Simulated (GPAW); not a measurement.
Consider Nb4C3 (Pm-3m).

```xyz
7
Lattice="4.4708 0.0000 0.0000 0.0000 4.4708 0.0000 0.0000 0.0000 4.4708" Properties=species:S:1:pos:R:3 pbc="T T T"
Nb    2.2354    2.2354    2.2354
Nb    2.2354    0.0000    0.0000
Nb    0.0000    0.0000    2.2354
Nb    0.0000    2.2354    0.0000
C     0.0000    2.2354    2.2354
C     2.2354    2.2354    0.0000
C     2.2354    0.0000    2.2354
```

Absorber: atom 5, with 6 Nb at 2.24 Å (octahedral, site symmetry 4/mmm). Method: GPAW, LDA, excited-electron core hole (neutral cell), 28-atom cell with 7.7 Å between holes, 5×5×5 k points, dipole transitions, Gaussian full width 0.9 eV up to 4 eV, rising linearly to 3.5 eV at 25 eV.

Q: What does the C K edge look like?

Main maxima up to 24 eV above the zero (height): 1.8 eV (1.43), 3.4 eV (1.97), 8.2 eV (1.52) and 12.3 eV (1.28). A K edge sees empty p states; the first features are C p mixed into the empty d states of the Nb neighbours, and the broad ones above probably into the cations' higher empty bands. The total-energy difference is 285.71 eV. One term is added: -6.67 eV, since the hole is spin-paired here and a spin-polarised one costs that much less in the free atom (computed apart). The photon energy is then 279.04 eV. The functional leaves an error in such absolute values: in the free atom LDA prices this hole 2.9 eV below PBE (computed apart), and PBE is itself good to a few eV.

The C K spectrum (energy from the lowest empty level; intensity scaled to a mean of 1 over the first 20 eV):

```
E (eV)  intensity
  -2.0       0.00
  -1.0       0.00
   0.0       0.49
   1.0       1.10
   2.0       1.41
   3.0       1.76
   4.0       1.60
   5.0       0.86
   6.0       0.99
   7.0       1.36
   8.0       1.51
   9.0       1.33
  10.0       0.80
  11.0       0.83
  12.0       1.26
  13.0       1.21
  14.0       1.05
  15.0       0.80
  16.0       0.56
  17.0       0.44
  18.0       0.34
  19.0       0.26
  20.0       0.25
  21.0       0.30
  22.0       0.39
  23.0       0.51
  24.0       0.63
  25.0       0.72
  26.0       0.78
  27.0       0.86
  28.0       0.98
  29.0       1.07
  30.0       1.04
  31.0       0.89
  32.0       0.71
```

Lifetime broadening is put in by hand, and intensities beyond about 20 eV depend on it and on the partial waves; weight that the partial waves miss at high energy is lost. The structure is a computed Materials Project entry and may be a hypothetical form.

[Banner, clock and machine lines of the logs are left out without a mark of their own.]

[Logs are printed without paths, hosts, clocks, repeated set-up lines and the standing remarks that a program may print on its own settings, such as how far it seeks lower states.]

[Hosts, paths, dates, database ids (printed as entryN), source tags and the programs' standing remarks are cut or masked in the printed files.]

[Lists of maxima count a maximum above −3 eV only where it reaches 4 % of the highest in the window and stands out from its surroundings by 2 % of it (1.5 % where it reaches 55 %); shoulders and weaker maxima are passed over, and of the rest the first, up to two pre-edge ones and the few strongest are named.]
